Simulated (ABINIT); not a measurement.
# Quasiparticle gap of SiO2 (Quartz) in ABINIT, part 2 of 3

Aim: the G0W0 gap of SiO2 (Quartz) on LDA, step by step.

ABINIT 10.8.3; LDA and many-body steps on it, plane waves. Known limits of the many-body steps: not at the basis limit; coarse k mesh.

So far. Step 2 (Ground state): The gap is indirect, with the least direct gap 0.32 eV higher.

### 3. Bands along the symmetry lines

Level of this step: DFT, LDA, plane waves, norm-conserving pseudopotentials (ABINIT).

The cheap functional maps the bands first; the places of the edges decide which points the dearer methods must see.

Input file run.abi:

```
acell 3*1.0 Angstrom
rprim 
  4.915799999986 0.000000000003 0.000000000000
  -2.457899999996 4.257207679910 0.000000000000
  0.000000000000 0.000000000000 5.409100000000
ntypat 2
znucl 14 8
natom 9
typat 1 1 1 2 2 2 2 2 2
xred 
  0.530300000000 0.000000000000 0.333333333333
  0.000000000000 0.530300000000 0.666666666667
  0.469700000000 0.469700000000 -0.000000000000
  0.146200000000 0.414200000000 0.881000000000
  0.585800000000 0.732000000000 0.214333333333
  0.268000000000 0.853800000000 0.547666666667
  0.414200000000 0.146200000000 0.119000000000
  0.732000000000 0.585800000000 0.785666666667
  0.853800000000 0.268000000000 0.452333333333
pp_dirpath "pseudos"
pseudos "Si.upf, O.upf"
ecut 36
iscf -2
irdden 1
kptopt 0
nkpt 39
kpt 
  0.00000000 0.00000000 0.00000000
  0.12500000 0.00000000 0.00000000
  0.25000000 0.00000000 0.00000000
  0.37500000 0.00000000 0.00000000
  0.50000000 0.00000000 0.00000000
  0.45833333 0.08333333 0.00000000
  0.41666666 0.16666666 0.00000000
  0.37500000 0.25000000 0.00000000
  0.33333333 0.33333333 0.00000000
  0.25000000 0.25000000 0.00000000
  0.16666666 0.16666666 0.00000000
  0.08333333 0.08333333 0.00000000
  0.00000000 0.00000000 0.00000000
  0.00000000 0.00000000 0.12500000
  0.00000000 0.00000000 0.25000000
  0.00000000 0.00000000 0.37500000
  0.00000000 0.00000000 0.50000000
  0.12500000 0.00000000 0.50000000
  0.25000000 0.00000000 0.50000000
  0.37500000 0.00000000 0.50000000
  0.50000000 0.00000000 0.50000000
  0.45833333 0.08333333 0.50000000
  0.41666666 0.16666666 0.50000000
  0.37500000 0.25000000 0.50000000
  0.33333333 0.33333333 0.50000000
  0.25000000 0.25000000 0.50000000
  0.16666666 0.16666666 0.50000000
  0.08333333 0.08333333 0.50000000
  0.00000000 0.00000000 0.50000000
  0.50000000 0.00000000 0.50000000
  0.50000000 0.00000000 0.37500000
  0.50000000 0.00000000 0.25000000
  0.50000000 0.00000000 0.12500000
  0.50000000 -0.00000000 0.00000000
  0.33333333 0.33333333 0.50000000
  0.33333333 0.33333333 0.37500000
  0.33333333 0.33333333 0.25000000
  0.33333333 0.33333333 0.12500000
  0.33333333 0.33333333 0.00000000
istwfk *1
nband 37
nbdbuf 8
tolwfr 1e-07
nstep 50
prtwf 0
prtvol 0
indata_prefix "in"
outdata_prefix "out"
tmpdata_prefix "tmp"
```

Command:

```console
OMP_NUM_THREADS=1 mpirun -n 4 abinit run.abi > log
```

Numbers of over 12 decimals in the logs are rounded to 6 here.

Output:

```text
.Version 10.8.3 of ABINIT. v10.8.2 released Aug 2026.

 Symmetries : space group P3_1 2 1 (#152); Bravais hP (primitive hexag.)
[... echo of the input left out ...]
== DATASET  1 ==================================================================
-   mpi_nproc: 4, omp_nthreads: 1 (-1 if OMP is not activated)

--- !DatasetInfo
iteration_state: {dtset: 1, }
dimensions: {natom: 9, nkpt: 39, mband: 37, nsppol: 1, nspinor: 1, nspden: 1, mpw: 7935, }
cutoff_energies: {ecut:  36.0, pawecutdg:  -1.0, }
electrons: {nelect:   4.80000000E+01, charge:   0.00000000E+00, occopt:   1.00000000E+00, tsmear:   1.00000000E-02, }

 Real(R)+Recip(G) space primitive vectors, cartesian coordinates (Bohr,Bohr^-1):
 R(1)=  9.2895157  0.0000000  0.0000000  G(1)=  0.1076482  0.0621507  0.0000000
 R(2)= -4.6447578  8.0449566  0.0000000  G(2)=  0.0000000  0.1243015  0.0000000
 R(3)=  0.0000000  0.0000000 10.2217176  G(3)=  0.0000000  0.0000000  0.0978309
 Unit cell volume ucvol=  7.6390729E+02 bohr^3
 Angles (23,13,12)=  9.00000000E+01  9.00000000E+01  1.20000000E+02 degrees

 getcut: wavevector=  0.0000  0.0000  0.0000  ngfft=  54  54  60
         ecut(hartree)=     36.000   => boxcut(ratio)=   2.15270

--- Pseudopotential description ------------------------------------------------
- Si Generated using ONCVPSP code by D. R. Hamann
- 14.00000   4.00000  180309                  znucl, zion, pspdat
12 -1012 2 -1 1510                            pspcod,pspxc,lmax,lloc,mmax
     nproj     2     2     2
  pspatm : epsatm=    6.67003958
         --- l  ekb(1:nproj) -->
             0    5.565958    0.856966
             1    2.726111    0.629828
             2   -2.124804   -0.444604
 pspatm: atomic psp has been read  and splines computed

- O Generated using ONCVPSP code by D. R. Hamann
-  8.00000   6.00000  201201                  znucl, zion, pspdat
12 -1012 2 -1 926                             pspcod,pspxc,lmax,lloc,mmax
     nproj     2     2     1
  pspatm : epsatm=    6.27558587
         --- l  ekb(1:nproj) -->
[...]
2   -1.033686
 pspatm: atomic psp has been read  and splines computed

--------------------------------------------------------------------------------

================================================================================
 prteigrs : about to open file out_EIG
 Non-SCF case, kpt    1 (  0.00000  0.00000  0.00000), residuals and eigenvalues=
  1.66E-08  1.54E-08  7.24E-08  1.26E-08  1.20E-08  5.95E-08  2.38E-08  9.53E-08
  3.90E-08  8.09E-08  1.41E-08  1.67E-08  4.39E-08  9.52E-08  3.61E-08  4.17E-08
  3.93E-08  8.87E-08  6.48E-08  2.27E-08  3.24E-08  8.73E-08  2.43E-08  7.37E-08
[...]
7.48E-06  2.44E-05  7.86E-05  6.37E-04  1.65E-03
 -6.9890E-01 -6.4078E-01 -6.4078E-01 -6.1613E-01 -6.1455E-01 -6.1455E-01
 -3.0057E-01 -3.0057E-01 -1.9753E-01 -1.9667E-01 -1.9047E-01 -1.9047E-01
[...]
4.7193E-01

--- !ResultsGS
iteration_state: {dtset: 1, }
comment   : Summary of ground state results
lattice_vectors:
- [  9.2895157,   0.0000000,   0.0000000, ]
- [ -4.6447578,   8.0449566,   0.0000000, ]
- [  0.0000000,   0.0000000,  10.2217176, ]
lattice_lengths: [   9.28952,    9.28952,   10.22172, ]
lattice_angles: [ 90.000,  90.000, 120.000, ] # degrees, (23, 13, 12)
lattice_volume:   7.6390729E+02
convergence: {deltae:  0.000E+00, res2:  0.000E+00, residm:  9.994E-08, diffor:  0.000E+00, }
etotal    :  -1.12309965E+02
entropy   :   0.00000000E+00
fermie    :   4.34510667E-03
cartesian_stress_tensor: null
pressure_GPa: null
xred      :
- [  5.3030E-01,   2.5857E-29,   3.3333E-01, Si]
- [ -2.2564E-18,   5.3030E-01,   6.6667E-01, Si]
- [  4.6970E-01,   4.6970E-01,   1.3878E-16, Si]
- [  1.4620E-01,   4.1420E-01,   8.8100E-01,  O]
- [  5.8580E-01,   7.3200E-01,   2.1433E-01,  O]
- [  2.6800E-01,   8.5380E-01,   5.4767E-01,  O]
- [  4.1420E-01,   1.4620E-01,   1.1900E-01,  O]
- [  7.3200E-01,   5.8580E-01,   7.8567E-01,  O]
- [  8.5380E-01,   2.6800E-01,   4.5233E-01,  O]
cartesian_forces: null
force_length_stats: {min: null, max: null, mean: null, }

 Integrated electronic density in atomic spheres:
 ------------------------------------------------
 Atom  Sphere_radius  Integrated_density
[...]
================================================================================

 ----iterations are completed or convergence reached----

 Mean square residual over all n,k,spin=   48.266E-09; max=  99.938E-09
 reduced coordinates (array xred) for    9 atoms
[...]
0.732000000000      0.585800000000      0.785666666667
       0.853800000000      0.268000000000      0.452333333333

 cartesian coordinates (angstrom) at end:
    1      2.606849     1.59e-12     1.803033
    2     -1.303424     2.257597     3.606067
    3      1.154476     1.999610     0.000000
[...]
8      2.158528     2.493872     4.249750
    9      3.538393     1.140932     2.446716
 length scales=  1.889726125908  1.889726125908  1.889726125908 bohr
              =  1.000000000000  1.000000000000  1.000000000000 angstroms
 prteigrs : about to open file out_EIG
 Eigenvalues (hartree) for nkpt=  39  k points:
 kpt#   1, nband= 37, wtk=  1.00000, kpt=  0.0000  0.0000  0.0000 (reduced coord)
[...]
kpt#   2, nband= 37, wtk=  1.00000, kpt=  0.1250  0.0000  0.0000 (reduced coord)
[...]
kpt#   3, nband= 37, wtk=  1.00000, kpt=  0.2500  0.0000  0.0000 (reduced coord)
[...]
kpt#  38, nband= 37, wtk=  1.00000, kpt=  0.3333  0.3333  0.1250 (reduced coord)
[...]
0.42915    0.44502    0.45200    0.47253    0.47372
 kpt#  39, nband= 37, wtk=  1.00000, kpt=  0.3333  0.3333  0.0000 (reduced coord)
[...]
-0.07224   -0.06592   -0.05972   -0.04158   -0.04158   -0.01177   -0.01177    0.00435
   0.32405    0.32405    0.34157    0.37671    0.38067    0.38067    0.39601    0.39601
   0.43820    0.44260    0.46911    0.46974    0.47193

== END DATASET(S) ==============================================================
================================================================================

 -outvars: echo values of variables after computation  --------
            nband          37
             nkpt          39
          spgroup         152
 [... the other variables as echoed above ...]

 Calculation completed.
```

The job ended after 57 s (4 MPI ranks of Arm Neoverse V1, shared host; peak memory 0.47 GiB; 3.8 min of CPU time).

Numbers from this step:

| Property | Result |
| --- | --- |
| gap | 5.801 eV |
| k of the valence top | 0.3333, 0.3333, 0 |
| k of the conduction bottom | 0, 0, 0 |
| least direct gap | 6.126 eV |

The gap is 5.801 eV, as in the run before at this level.

Electronic bands along the path, in eV, zero at the top of the highest filled band:

```csv
point,band 21,band 22,band 23,band 24,band 25,band 26,band 27,band 28
Γ,-1.01,-0.69,-0.32,-0.32,5.80,9.04,9.04,9.51
halfway,-1.02,-0.85,-0.24,-0.16,6.68,9.06,9.14,9.62
M,-1.06,-0.79,-0.27,-0.03,8.05,8.76,9.45,9.49
halfway,-1.12,-0.63,-0.32,-0.02,8.24,8.82,9.37,9.67
K,-1.25,-0.44,-0.44,0.00,8.70,8.70,9.18,10.13
halfway,-0.93,-0.88,-0.25,-0.11,6.92,9.07,9.23,9.66
Γ,-1.01,-0.69,-0.32,-0.32,5.80,9.04,9.04,9.51
halfway,-1.09,-0.54,-0.23,-0.10,6.39,8.90,8.95,9.00
A,-1.23,-0.21,-0.21,-0.09,7.73,7.73,8.73,9.50
halfway,-1.10,-0.45,-0.42,-0.15,8.14,8.25,9.08,9.46
L,-0.90,-0.84,-0.61,-0.19,8.79,9.21,9.37,9.50
halfway,-0.87,-0.85,-0.63,-0.34,8.82,9.36,9.46,9.57
H,-0.95,-0.78,-0.60,-0.60,8.90,9.51,9.51,9.86
halfway,-1.07,-0.54,-0.39,-0.23,8.27,8.39,9.15,9.64
A,-1.23,-0.21,-0.21,-0.09,7.73,7.73,8.73,9.50
jump to L,-0.90,-0.84,-0.61,-0.19,8.79,9.21,9.37,9.50
halfway,-0.98,-0.73,-0.45,-0.12,8.35,8.87,9.30,9.78
M,-1.06,-0.79,-0.27,-0.03,8.05,8.76,9.45,9.49
jump to H,-0.95,-0.78,-0.60,-0.60,8.90,9.51,9.51,9.86
halfway,-1.03,-0.56,-0.51,-0.20,8.77,8.96,9.36,9.97
K,-1.25,-0.44,-0.44,0.00,8.70,8.70,9.18,10.13
```

### 4. Empty states on the mesh, 3×3×2 mesh, 221 bands

The sums over transitions need many empty states on a uniform mesh; this step solves for them.

Input file run.abi:

```
acell 3*1.0 Angstrom
rprim 
  4.915799999986 0.000000000003 0.000000000000
  -2.457899999996 4.257207679910 0.000000000000
  0.000000000000 0.000000000000 5.409100000000
ntypat 2
znucl 14 8
natom 9
typat 1 1 1 2 2 2 2 2 2
xred 
  0.530300000000 0.000000000000 0.333333333333
  0.000000000000 0.530300000000 0.666666666667
  0.469700000000 0.469700000000 -0.000000000000
  0.146200000000 0.414200000000 0.881000000000
  0.585800000000 0.732000000000 0.214333333333
  0.268000000000 0.853800000000 0.547666666667
  0.414200000000 0.146200000000 0.119000000000
  0.732000000000 0.585800000000 0.785666666667
  0.853800000000 0.268000000000 0.452333333333
pp_dirpath "pseudos"
pseudos "Si.upf, O.upf"
ecut 36
ngkpt 3 3 2
nshiftk 1
shiftk 0 0 0
kptopt 1
chksymbreak 0
iscf -2
irdden 1
istwfk *1
nband 221
nbdbuf 20
tolwfr 1e-09
nstep 60
prtvol 0
indata_prefix "in"
outdata_prefix "out"
tmpdata_prefix "tmp"
```

Output:

```text
.Version 10.8.3 of ABINIT. v10.8.2 released Aug 2026.

 Symmetries : space group P3_1 2 1 (#152); Bravais hP (primitive hexag.)
[... echo of the input left out ...]
== DATASET  1 ==================================================================
-   mpi_nproc: 4, omp_nthreads: 1 (-1 if OMP is not activated)

--- !DatasetInfo
iteration_state: {dtset: 1, }
dimensions: {natom: 9, nkpt: 6, mband: 221, nsppol: 1, nspinor: 1, nspden: 1, mpw: 7935, }
cutoff_energies: {ecut:  36.0, pawecutdg:  -1.0, }
electrons: {nelect:   4.80000000E+01, charge:   0.00000000E+00, occopt:   1.00000000E+00, tsmear:   1.00000000E-02, }

 Real(R)+Recip(G) space primitive vectors, cartesian coordinates (Bohr,Bohr^-1):
 R(1)=  9.2895157  0.0000000  0.0000000  G(1)=  0.1076482  0.0621507  0.0000000
 R(2)= -4.6447578  8.0449566  0.0000000  G(2)=  0.0000000  0.1243015  0.0000000
 R(3)=  0.0000000  0.0000000 10.2217176  G(3)=  0.0000000  0.0000000  0.0978309
 Unit cell volume ucvol=  7.6390729E+02 bohr^3
 Angles (23,13,12)=  9.00000000E+01  9.00000000E+01  1.20000000E+02 degrees

 getcut: wavevector=  0.0000  0.0000  0.0000  ngfft=  54  54  60
         ecut(hartree)=     36.000   => boxcut(ratio)=   2.15270

--- Pseudopotential description ------------------------------------------------
- Si Generated using ONCVPSP code by D. R. Hamann
- 14.00000   4.00000  180309                  znucl, zion, pspdat
12 -1012 2 -1 1510                            pspcod,pspxc,lmax,lloc,mmax
     nproj     2     2     2
  pspatm : epsatm=    6.67003958
         --- l  ekb(1:nproj) -->
             0    5.565958    0.856966
             1    2.726111    0.629828
             2   -2.124804   -0.444604
 pspatm: atomic psp has been read  and splines computed

- O Generated using ONCVPSP code by D. R. Hamann
-  8.00000   6.00000  201201                  znucl, zion, pspdat
12 -1012 2 -1 926                             pspcod,pspxc,lmax,lloc,mmax
     nproj     2     2     1
  pspatm : epsatm=    6.27558587
         --- l  ekb(1:nproj) -->
[...]
2   -1.033686
 pspatm: atomic psp has been read  and splines computed

--------------------------------------------------------------------------------

================================================================================
 prteigrs : about to open file out_EIG
 Non-SCF case, kpt    1 (  0.00000  0.00000  0.00000), residuals and eigenvalues=
  4.27E-11  9.03E-11  3.75E-10  5.54E-11  6.41E-11  4.09E-10  1.52E-10  8.46E-10
  1.52E-10  1.29E-10  1.09E-10  1.83E-10  7.83E-11  1.25E-10  1.21E-10  1.36E-10
  9.85E-11  1.31E-10  7.29E-11  9.75E-11  9.31E-11  1.40E-10  9.13E-11  1.22E-10
[...]
1.21E-05  1.77E-05  9.57E-05  3.54E-04  6.28E-04
 -6.9890E-01 -6.4078E-01 -6.4078E-01 -6.1613E-01 -6.1455E-01 -6.1455E-01
 -3.0057E-01 -3.0057E-01 -1.9753E-01 -1.9667E-01 -1.9047E-01 -1.9047E-01
 -1.0555E-01 -1.0555E-01 -9.5939E-02 -8.6673E-02 -5.1708E-02 -5.1708E-02
[...]
2.7359E+00  2.7361E+00  2.7510E+00  2.7510E+00  2.7543E+00  2.7543E+00
  2.7890E+00  2.7943E+00  2.7943E+00  2.8359E+00  2.8529E+00  2.8530E+00
  2.8541E+00  2.8600E+00  2.8602E+00  2.8827E+00  2.8951E+00
 prteigrs : prtvol=0 or 1, do not print more k-points.

--- !ResultsGS
iteration_state: {dtset: 1, }
comment   : Summary of ground state results
lattice_vectors:
- [  9.2895157,   0.0000000,   0.0000000, ]
- [ -4.6447578,   8.0449566,   0.0000000, ]
- [  0.0000000,   0.0000000,  10.2217176, ]
lattice_lengths: [   9.28952,    9.28952,   10.22172, ]
lattice_angles: [ 90.000,  90.000, 120.000, ] # degrees, (23, 13, 12)
lattice_volume:   7.6390729E+02
convergence: {deltae:  0.000E+00, res2:  0.000E+00, residm:  9.927E-10, diffor:  0.000E+00, }
etotal    :  -1.12309965E+02
entropy   :   0.00000000E+00
fermie    :   4.34510667E-03
cartesian_stress_tensor: null
pressure_GPa: null
xred      :
- [  5.3030E-01,   2.5857E-29,   3.3333E-01, Si]
- [ -2.2564E-18,   5.3030E-01,   6.6667E-01, Si]
- [  4.6970E-01,   4.6970E-01,   1.3878E-16, Si]
- [  1.4620E-01,   4.1420E-01,   8.8100E-01,  O]
- [  5.8580E-01,   7.3200E-01,   2.1433E-01,  O]
- [  2.6800E-01,   8.5380E-01,   5.4767E-01,  O]
- [  4.1420E-01,   1.4620E-01,   1.1900E-01,  O]
- [  7.3200E-01,   5.8580E-01,   7.8567E-01,  O]
- [  8.5380E-01,   2.6800E-01,   4.5233E-01,  O]
cartesian_forces: null
force_length_stats: {min: null, max: null, mean: null, }

 Integrated electronic density in atomic spheres:
 ------------------------------------------------
 Atom  Sphere_radius  Integrated_density
[...]
================================================================================

 ----iterations are completed or convergence reached----

 Mean square residual over all n,k,spin=   34.111E-11; max=  99.266E-11
 reduced coordinates (array xred) for    9 atoms
[...]
0.732000000000      0.585800000000      0.785666666667
       0.853800000000      0.268000000000      0.452333333333

 cartesian coordinates (angstrom) at end:
    1      2.606849     1.59e-12     1.803033
    2     -1.303424     2.257597     3.606067
    3      1.154476     1.999610     0.000000
[...]
8      2.158528     2.493872     4.249750
    9      3.538393     1.140932     2.446716
 length scales=  1.889726125908  1.889726125908  1.889726125908 bohr
              =  1.000000000000  1.000000000000  1.000000000000 angstroms
 prteigrs : about to open file out_EIG
 Eigenvalues (hartree) for nkpt=   6  k points:
 kpt#   1, nband=221, wtk=  0.05556, kpt=  0.0000  0.0000  0.0000 (reduced coord)
[...]
2.69561    2.69561    2.72809    2.72809    2.73593    2.73608    2.75105    2.75105
   2.75428    2.75428    2.78896    2.79431    2.79431    2.83589    2.85292    2.85302
   2.85406    2.86000    2.86017    2.88265    2.89515
 prteigrs : prtvol=0 or 1, do not print more k-points.

== END DATASET(S) ==============================================================
================================================================================

 -outvars: echo values of variables after computation  --------
            nband         221
             nkpt           6
          spgroup         152
 [... the other variables as echoed above ...]

 Calculation completed.
```

Elapsed: 2.7 min, on 4 MPI ranks; peak memory 0.52 GiB.

This step gave:

```
gap                                                           : 5.801 eV
k of the valence top                                          : 0.3333, 0.3333, 0
k of the conduction bottom                                    : 0, 0, 0
least direct gap                                              : 6.126 eV
k points computed                                             : 6
lowest point of the top converged band, above the valence top : 72.0383 eV
```

On this mesh the gap is 5.801 eV.

[end of part 2 of 3]

[Paths, hosts, dates, memory and timing lines, banners, echoed tables and standing remarks are left out of the program output.]

[Logs are printed without paths, hosts, clocks, repeated set-up lines and the standing remarks that a program may print on its own settings, such as how far it seeks lower states.]

[Runs of the session that timed out or met a known fault of the program may be left out.]

[Hosts, paths, dates, database ids (printed as entryN), source tags and the programs' standing remarks are cut or masked in the printed files.]

[G0W0 gaps are taken among the corrected bands and points alone; a level outside them can change the order at an edge.]

[Where Ansatz stands beside ABINIT at settings called matched, ABINIT's density can come from a denser mesh and the files from another edition; pairs whose starting gaps differed by over 0.03 eV were left out, so agreement reads better than it is.]
